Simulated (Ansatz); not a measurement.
# Li on Cu(110): change of the work function, part 2 of 2

How does Li on the hollow site change the work function of Cu(110) as the layer fills?

Ansatz 0.2.0; plane-wave DFT, PBE, Ansatz PAW.

So far, work function, upper face (eV): step 2 (the clean slab) 4.43; step 3 (37 atoms, coverage 0.111 ML, cell 3x3) 3.79; step 4 (17 atoms, coverage 0.25 ML, cell 2x2) 3.20.

**5. Adsorbate added, k-mesh 6×6×1, coverage 0.5 ML**

System of this step: Li/Cu(110). The cell holds 18 atoms: 16 Cu and 2 Li. Its edges and angles: a = 7.220 Å, b = 5.105 Å, c = 23.307 Å, α = 90.0°, β = 90.0°, γ = 90.0°. Vacuum lies along c.

input.yaml

```yaml
crystal:
  lattice:
    - [7.22, 0.0, 0.0]
    - [0.0, 5.1053109602, 0.0]
    - [0.0, 0.0, 23.3065455566]
  atoms:
    - { symbol: Cu, position: [0.25, 0.25, 0.386157613] }
    - { symbol: Cu, position: [0.0, 0.0, 0.4409202435] }
    - { symbol: Cu, position: [0.25, 0.25, 0.4989454849] }
    - { symbol: Cu, position: [0.0, 0.0, 0.5489891589] }
    - { symbol: Cu, position: [0.25, 0.75, 0.386157613] }
    - { symbol: Cu, position: [0.0, 0.5, 0.4409202435] }
    - { symbol: Cu, position: [0.25, 0.75, 0.4989454849] }
    - { symbol: Cu, position: [0.0, 0.5, 0.5489891589] }
    - { symbol: Cu, position: [0.75, 0.25, 0.386157613] }
    - { symbol: Cu, position: [0.5, 0.0, 0.4409202435] }
    - { symbol: Cu, position: [0.75, 0.25, 0.4989454849] }
    - { symbol: Cu, position: [0.5, 0.0, 0.5489891589] }
    - { symbol: Cu, position: [0.75, 0.75, 0.386157613] }
    - { symbol: Cu, position: [0.5, 0.5, 0.4409202435] }
    - { symbol: Cu, position: [0.75, 0.75, 0.4989454849] }
    - { symbol: Cu, position: [0.5, 0.5, 0.5489891589] }
    - { symbol: Li, position: [0.25, 0.25, 0.613842387] }
    - { symbol: Li, position: [0.75, 0.25, 0.613842387] }
kpoints:
  mp_grid: { grid: [6, 6, 1] }
hamiltonian:
  xc: pbe
scf:
  occupations: { method: fermi_dirac, width: 0.1 }
  convergence: { dr2_threshold: 1.0e-08 }
efield:
  axis: 3
  dipole_correction: true
  ramp_position: 0.97
  ramp_width: 0.06
relax:
  f_tol: 0.02
  max_steps: 60
  constraints: [{ sites: [0, 1, 4, 5, 8, 9, 12, 13] }]
output:
  dos: { projected: true, e_range: [-8, 4] }
  write_potential: true
  write_density: true
  volumetric_format: npy
  elf: true
```

Started as:

```bash
ansatz run input.yaml --threads 4 --pin off --max-ram 16384MiB --backend cpu --events-out ev --progress --plain --runs-dir out
```

The job ended after 6.4 min (4 threads of Arm Neoverse V1, shared host; peak memory 4.5 GiB).

Step by step:

```
step  energy less that of the first step (eV)  largest force component (eV/Å)
   1                                   0.0000                          0.1863
   2                                  -0.0178                          0.1013
   3                                  -0.0214                          0.0499
   4                                  -0.0220                          0.0028
```

Forces are held to the 8 operations that the program found; a distortion that breaks them can't arise in this run.

The atoms that moved most (Å):

```
atom     dx      dy      dz  length
Li18  0.000   0.000  -0.063   0.063
Li17  0.000   0.000  -0.063   0.063
 Cu4  0.000  -0.002   0.028   0.028
Cu12  0.000  -0.002   0.028   0.028
Cu16  0.000   0.002   0.028   0.028
 Cu8  0.000   0.002   0.028   0.028
 Cu3  0.000   0.000  -0.016   0.016
Cu11  0.000   0.000  -0.016   0.016
```

The relaxed structure:

```
Cu Li
1.0
     7.22000    0.00000    0.00000
     0.00000    5.10531    0.00000
     0.00000    0.00000   23.30655
Cu Li
16 2
Direct
  0.25000 0.25000 0.38616
  0.00000 0.00000 0.44092
  0.25000 0.25000 0.49828
  0.00000 0.99957 0.55018
  0.25000 0.75000 0.38616
  0.00000 0.50000 0.44092
  0.25000 0.75000 0.49906
  0.00000 0.50043 0.55018
  0.75000 0.25000 0.38616
  0.50000 0.00000 0.44092
  0.75000 0.25000 0.49828
  0.50000 0.99957 0.55018
  0.75000 0.75000 0.38616
  0.50000 0.50000 0.44092
  0.75000 0.75000 0.49906
  0.50000 0.50043 0.55018
  0.25000 0.25000 0.61115
  0.75000 0.25000 0.61115
```

The density of states has structure finer than the step of the table below, so its rows give means over 0.25 eV. Peaks (eV: height): -2.740: 82.8, -2.650: 109, -2.290: 83.4, -2.110: 94.9, -1.890: 90.0, -1.770: 107, -1.590: 125.

The density of states by energy, zero at the Fermi level; means over each step:

```
energy (eV)  density of states (states/eV a cell)
      -7.75                                  1.57
      -7.50                                  1.60
      -7.25                                  1.63
      -7.00                                  1.73
      -6.75                                  1.82
      -6.50                                  2.14
      -6.25                                  1.38
      -6.00                                  1.69
      -5.75                                  4.13
      -5.50                                  4.54
      -5.25                                  4.71
      -5.00                                  6.41
      -4.75                                  8.46
      -4.50                                  13.8
      -4.25                                  20.4
      -4.00                                  28.5
      -3.75                                  32.2
      -3.50                                  40.0
      -3.25                                  39.4
      -3.00                                  52.6
      -2.75                                  67.6
      -2.50                                  48.0
      -2.25                                  64.5
      -2.00                                  66.1
      -1.75                                  86.9
      -1.50                                  67.1
      -1.25                                  8.45
      -1.00                                  8.08
      -0.75                                  6.26
      -0.50                                  6.79
      -0.25                                  4.34
       0.00                                  9.63
       0.25                                  5.73
       0.50                                  4.77
       0.75                                  6.06
       1.00                                  6.28
       1.25                                  5.67
       1.50                                  7.58
       1.75                                  7.73
```

The relaxation took 4 steps and lowered the energy by 0.022 eV; the largest force on the free atoms ends at 0.0028 eV/Å.

The covered face has 2.75 eV, -1.68 eV against the clean one; the bare back face has moved by +0.05 eV, a measure of how thin the slab is.

**6. Adsorbate added, k-mesh 12×12×1, coverage 1 ML**

System of this step: Li/Cu(110). The cell holds 5 atoms: 4 Cu and 1 Li. Its edges and angles: a = 3.610 Å, b = 2.553 Å, c = 23.307 Å, α = 90.0°, β = 90.0°, γ = 90.0°. Vacuum lies along c.

input.yaml, the sections that differ from step 5:

```yaml
crystal:
  lattice:
    - [3.61, 0.0, 0.0]
    - [0.0, 2.5526554801, 0.0]
    - [0.0, 0.0, 23.3065455566]
  atoms:
    - { symbol: Cu, position: [0.5, 0.5, 0.386157613] }
    - { symbol: Cu, position: [0.0, 0.0, 0.4409202435] }
    - { symbol: Cu, position: [0.5, 0.5, 0.4989454849] }
    - { symbol: Cu, position: [0.0, 0.0, 0.5489891589] }
    - { symbol: Li, position: [0.5, 0.5, 0.613842387] }
kpoints:
  mp_grid: { grid: [12, 12, 1] }
relax:
  f_tol: 0.02
  max_steps: 60
  constraints: [{ sites: [0, 1] }]
output:
  write_potential: true
  write_density: true
  volumetric_format: npy
# hamiltonian, scf, efield: as in step 5
```

The job ended after 51 s (4 threads; peak memory 0.73 GiB).

The steps of the relaxation:

```
step  energy less that of the first step (eV)  largest force component (eV/Å)
   1                                   0.0000                          0.4236
   2                                  -0.0199                          0.2230
   3                                  -0.0262                          0.0684
   4                                  -0.0267                          0.0023
```

Forces are held to the 4 operations that the program found; a distortion that breaks them can't arise in this run.

The atoms that moved most (Å):

```
atom     dx     dy      dz  length
 Li5  0.000  0.000  -0.103   0.103
 Cu3  0.000  0.000  -0.048   0.048
 Cu4  0.000  0.000   0.042   0.042
```

The relaxed structure:

```cif
data_structure
_symmetry_space_group_name_H-M 'P 1'
_symmetry_Int_Tables_number 1
_cell_length_a 3.6100
_cell_length_b 2.5527
_cell_length_c 23.3065
_cell_angle_alpha 90.000
_cell_angle_beta 90.000
_cell_angle_gamma 90.000
_cell_volume 214.77
loop_
_atom_site_label
_atom_site_type_symbol
_atom_site_fract_x
_atom_site_fract_y
_atom_site_fract_z
_atom_site_occupancy
Cu1 Cu 0.50000 0.50000 0.38616 1
Cu2 Cu 0.00000 0.00000 0.44092 1
Cu3 Cu 0.50000 0.50000 0.49690 1
Cu4 Cu 0.00000 0.00000 0.55080 1
Li5 Li 0.50000 0.50000 0.60942 1
```

Running mean over 1.276 Å of the planar mean; the ramp of the sawtooth is left out. The electron's electrostatic potential energy less the Fermi level by z:

z (Å), electron's electrostatic potential energy less the Fermi level (eV) and a bar from the least value:
```
      3.0       4.35 ##############################
      3.5       4.35 ##############################
      4.0       4.35 ##############################
      4.5       4.35 ##############################
      5.0       4.35 ##############################
      5.5       4.34 ##############################
      6.0       4.33 ##############################
      6.5       4.28 ##############################
      7.0       4.12 #############################
      7.5       3.50 ############################
      8.0       0.97 ######################
      8.5      -3.81 ############
      9.0      -7.48 ###
      9.5      -8.47 #
     10.0      -8.65 #
     10.5      -8.60 #
     11.0      -8.58 #
     11.5      -8.76 
     12.0      -8.96 
     12.5      -8.84 
     13.0      -7.66 ###
     13.5      -5.14 #########
     14.0      -3.01 #############
     14.5      -1.70 ################
     15.0       0.27 #####################
     15.5       1.80 ########################
     16.0       2.42 ##########################
     16.5       2.67 ##########################
     17.0       2.77 ##########################
     17.5       2.81 ###########################
     18.0       2.83 ###########################
     18.5       2.83 ###########################
     19.0       2.83 ###########################
     19.5       2.83 ###########################
     20.0       2.83 ###########################
```

The relaxation took 4 steps and lowered the energy by 0.027 eV; the largest force on the free atoms ends at 0.0023 eV/Å.

The covered face has 2.83 eV, -1.60 eV against the clean one; the bare back face has moved by -0.08 eV, a measure of how thin the slab is.

**7. Work function against coverage**

This step: plane-wave DFT, PBE, Ansatz PAW; work function against coverage (Ansatz 0.2.0).

The runs are now put side by side.

Numbers from this step:

```
work function of the clean face     : 4.434 eV
largest change of the work function : -1.684 eV
```

The work function of the covered face by coverage:

```
coverage (adsorbates/nm²)  work function of the covered face (eV)
                     0.00                                    4.43
                     1.21                                    3.79
                     2.71                                    3.20
                     5.43                                    2.75
                    10.85                                    2.83
```

The dipole per adsorbate comes from the change of the cell's dipole. Coverage, by row:

```
coverage (1/nm²)  coverage (ML)  work function (eV)  change (eV)  dipole per adsorbate, positive end outwards (debye)  mean height of the added atoms over the highest substrate atom (Å)
           1.206         0.1111               3.788      -0.6455                                                1.507                                                               1.482
           2.713           0.25               3.205       -1.229                                                1.255                                                               1.426
           5.426            0.5                2.75       -1.684                                                0.848                                                               1.421
           10.85              1               2.835       -1.599                                                0.372                                                               1.366
```

**8. Outcome**

- work function of the clean face: 4.43 eV
- work function at 0.11 ML: 3.79 eV
- work function at 0.25 ML: 3.20 eV
- work function at 0.5 ML: 2.75 eV
- work function at 1 ML: 2.83 eV
- dipole per adsorbate at 0.11 ML, positive end outwards: 1.51 D

**Reading.** Li lowers the work function of Cu(110) at the lowest coverage, by 0.65 eV: the adsorbate layer has its positive end outwards. The dipole per adsorbate falls from 1.51 to 0.37 D as the layer fills. Neighbouring dipoles depolarise each other, and heights and bonding change with coverage too. The slab has 4 layers, at the tabulated experimental lattice constant, one starting site was run, and quantum-size effects of a slab this thin can reach one or two tenths of an eV.

[Long decimals in the printed logs are rounded to 6 places.]

[Logs are printed without paths, hosts, clocks, repeated set-up lines and the standing remarks that a program may print on its own settings, such as how far it seeks lower states.]

[Hosts, paths, dates, database ids (printed as entryN), source tags and the programs' standing remarks are cut or masked in the printed files.]

[Maps of the electrostatic potential energy from Ansatz leave out the sawtooth potential of an applied field or a dipole correction, so their vacuum need not be flat; planar profiles and work functions include it.]
